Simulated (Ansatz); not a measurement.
GaSi2P (zincblende [110] superlattice), computed twice by G0W0.

The cell holds 12 atoms: 3 Ga, 3 P and 6 Si. Cell: a = 3.843 Å, b = 5.429 Å, c = 11.551 Å, α = 90.0°, β = 90.0°, γ = 90.0°. It derives from GaP. Regions: GaP, 6 atoms (3 Ga and 3 P); Si, 6 atoms (6 Si). The structure's axis is c.

```xyz
12
Lattice="3.8434 0.0000 0.0000 0.0000 5.4290 -0.0001 0.0000 -0.0001 11.5508" Properties=species:S:1:pos:R:3 pbc="T T T"
Ga    0.0000    0.0458    0.9285
P     1.9217    1.4350    0.9706
Ga    1.9217    2.8443    2.8961
P     0.0000    4.1995    2.8958
Ga    0.0000    0.0459    4.8632
P     1.9217    1.4349    4.8216
Si    1.9217    2.6516    6.7591
Si    0.0000    4.0004    6.7399
Si    0.0000   -0.1191    8.6713
Si    1.9217    1.2396    8.6715
Si    1.9217    2.6515   10.5839
Si    0.0000    4.0004   10.6025
```

The structure was relaxed with PBEsol. The runs that relaxed it are not among those shown.

The first (Ansatz 0.2.0; start PBEsol, 4×4×2 mesh, 467 empty bands, screening to 90 eV, PAW set soft_1 files; 4 threads of Arm Neoverse V2, shared host) gave, on its mesh: starting gap 0.75 eV, G0W0 gap 1.23 eV, RPA ε∞ (mean) 14.14, 12 min.

Q: The second changes empty bands from 467 to 118 and screening cutoff (eV) from 90.0 to 36. What does it give?

It gave: starting gap 0.75 eV, G0W0 gap 0.99 eV, RPA ε∞ (mean) 14.69, 90 s. The G0W0 gap moves by −0.23 eV, +0.00 eV from the start and −0.23 eV from the correction. Σc changes by +0.58 eV at the valence top and +0.34 eV at the conduction bottom, and Σx − Vxc between them by +0.00 eV.

Limits: not at the basis limit; no spin-orbit coupling; coarse k mesh.

[Paths, hosts, dates, memory and timing lines, banners, echoed tables and standing remarks are left out of the program output.]

[Logs are printed without paths, hosts, clocks, repeated set-up lines and the standing remarks that a program may print on its own settings, such as how far it seeks lower states.]

[Runs of the session that timed out or met a known fault of the program may be left out.]

[Cells called generated may have been cut or substituted from an entry of the Crystallography Open Database or the Materials Project.]

[Hosts, paths, dates, database ids (printed as entryN), source tags and the programs' standing remarks are cut or masked in the printed files.]
